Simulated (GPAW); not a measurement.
## LiF (Fm-3m): refractive index against wavelength

The refractive index of LiF (Fm-3m) below the direct gap (9.06 eV on the mesh) is read from one computed spectrum, n = √(Re ε).

It takes space group Fm-3m (No. 225, cubic). The conventional cell has a = 4.028 Å, b = 4.028 Å, c = 4.028 Å, α = 90.00°, β = 90.00°, γ = 90.00°. Around F on site b lie 6 Li at 2.01 Å. Around Li on site a lie 6 F at 2.01 Å.

Method: GPAW 26.7.0, PBE, RPA, k-mesh 15×15×15, local fields up to 60 eV, Lorentzian half width 0.2 eV.

Launch of the response step: `OMP_NUM_THREADS=1 python df.py`. The run took 20 s, its band step included, on 1 thread of Arm Neoverse V1 (shared host).

```
wavelength (nm)  photon energy E (eV)       n
            532                 2.331  1.3977
            450                 2.755  1.4012
            405                 3.061  1.4042
            365                 3.397  1.4080
            308                 4.025  1.4164
            266                 4.661       ?
            248                 4.999  1.4339
```

In the single-oscillator model n² − 1 = E₀E_d/(E₀² − E²), so 1/(n² − 1) = E₀/E_d − E²/(E₀E_d) is linear in E².

Working, on the rows shown:

| x = E² (eV²) | y = 1/(n² − 1) |
| --- | --- |
| 5.43137 | 1.0487 |
| 7.59115 | 1.03803 |
| 9.37179 | 1.02904 |
| 11.5384 | 1.01785 |
| 16.2043 | 0.993849 |
| 24.9936 | 0.946908 |

Means: x̄ = 12.522, ȳ = 1.0124. Σ(x − x̄)(y − ȳ) = -1.327, Σ(x − x̄)² = 254.6. Slope = -1.327 / 254.6 = -0.005211; intercept = ȳ − slope · x̄ = 1.0776. Turned back into n, the line misses the rows shown by at most 0.00023.

Question: What does the fit predict for the withheld row, and how well does it do?

Answer: At x = 21.725 the line gives y = 0.96444, that is 1.4272. The run gave 1.4272, so the interpolation holds to the digits printed.

Refitted with all rows, the slope is -0.005212 and the intercept 1.0777. These give E₀ = √(intercept/−slope) = 14.38 eV and E_d = E₀/intercept = 13.3 eV; E₀ is 1.6 times the direct gap. The electronic limit at long wavelengths, without lattice vibrations, is n = √(1 + 1/intercept) = 1.389. Excitons are left out; PBE gaps are as a rule too small. The values come from a sum over the points of one k-mesh and carry its error, which grows as the direct gap shrinks. This version of GPAW has incomplete matrix elements in the optical limit, which can lower ε − 1 by up to a tenth where first-row anions or d states rule. The local-field cutoff holds few shells of reciprocal vectors for this small cell, so ε∞ can read a few per cent high.

[Logs are printed without paths, hosts, clocks, repeated set-up lines and the standing remarks that a program may print on its own settings, such as how far it seeks lower states.]
